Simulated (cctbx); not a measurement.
# What is wrong with this refinement?

Cell a = 7.8640 Å, b = 7.8640 Å, c = 7.8640 Å, α = 90.00°, β = 90.00°, γ = 90.00°; space group Fm-3m (no. 225). The compound is LiCu2SnF6.

The data are simulated with cctbx, not measured: Cu Kα, λ = 1.54184 Å, to d = 0.83 Å, 50 % of the full sphere, strongest reflection 70000 counts, noise from counting, a 3 % proportional error and a noise floor of 4 counts (s.d.); no absorption.

An anisotropic refinement with weights 1/σ² prints:

```text
Rint 0.023, 39 unique reflections to 0.84 A
cycle     R1     wR2    GooF  max shift (A)
   1  0.0325  0.0836   7.918   0.00529
   2  0.0334  0.0711   6.733   0.00000
final R1 0.0334 wR2 0.0711 GooF 6.733  parameters 5  data/parameter 7.8
atom        x        y        z      Ueq    occ   su(xyz)  su(Uiso or U11)
Sn1    0.00000  0.00000  0.00000   0.0042  1.000  0.00000  0.0008
Cu1    0.25000  0.25000  0.75000   0.0088  1.000  0.00000  0.0009
F1     0.00000  0.00000  0.76729   0.0041  1.000  0.00077  0.0019
difference map: max 6.73 min -0.33 rms 0.28
Q1    0.0000  0.0000  0.5000    4    6.73  2.10 A from F1
Q2    0.2500  0.2500  0.2500    8    2.73  0.00 A from Cu1
Q3    0.0000  0.0000  0.0000    4    1.54  0.00 A from Sn1
Q4    0.0000  0.0000  0.3244   24    0.56  0.72 A from F1
Q5    0.0933  0.2500  0.2500   48    0.23  1.23 A from Cu1
Q6    0.0000  0.1098  0.3902   48    0.21  1.51 A from F1
```

**Question.** Can this result stand? If not, what is the likely fault?

Mend it. The fault: an atom left out, Li at (1/2, 0, 0). Against the right model at the same level, R1 goes from 0.0041 to 0.0334 and GooF from 0.73 to 6.73 and the top difference peak, 6.7 e/Å³, lies 2.10 Å from F1. Q1 is the missing atom. With scattering power missing, scale and phases suffer, so peaks may also grow on the heavy atoms.

The compound is LiCu2SnF6. The right model at the same level gives:

```text
Rint 0.023, 39 unique reflections to 0.84 A
cycle     R1     wR2    GooF  max shift (A)
   1  0.0044  0.0083   0.796   0.00031
   2  0.0041  0.0076   0.733   0.00000
final R1 0.0041 wR2 0.0076 GooF 0.733  parameters 6  data/parameter 6.5
atom        x        y        z      Ueq    occ   su(xyz)  su(Uiso or U11)
Sn1    0.00000  0.00000  0.00000   0.0046  1.000  0.00000  0.0001
Cu1    0.25000  0.25000  0.75000   0.0076  1.000  0.00000  0.0001
F1     0.00000  0.00000  0.76658   0.0056  1.000  0.00009  0.0002
Li1    0.50000  0.00000  0.00000   0.0131  1.000  0.00000  0.0013
difference map: max 0.19 min -0.09 rms 0.04
Q1    0.0000  0.0000  0.1199   24    0.19  0.89 A from F1
Q2    0.1033  0.2500  0.2500   48    0.12  1.15 A from Cu1
Q3    0.0000  0.0000  0.3460   24    0.10  0.89 A from F1
Q4    0.0000  0.1725  0.3275   48    0.08  1.55 A from F1
Q5    0.0000  0.1448  0.1448   48    0.07  1.33 A from F1
Q6    0.1769  0.1769  0.3231   32    0.04  1.00 A from Cu1
```

Isotropic U is held between 0.0001 and 1 Å² by the program, and listed peak heights are interpolated, so they can pass the grid's maximum.

The model is made up (kin elements in a known structure type, no relaxation), so it says nothing on whether the phase exists.

[Middle refinement cycles are left out of these outputs.]

[Logs are printed without paths, hosts, clocks, repeated set-up lines and the standing remarks that a program may print on its own settings, such as how far it seeks lower states.]
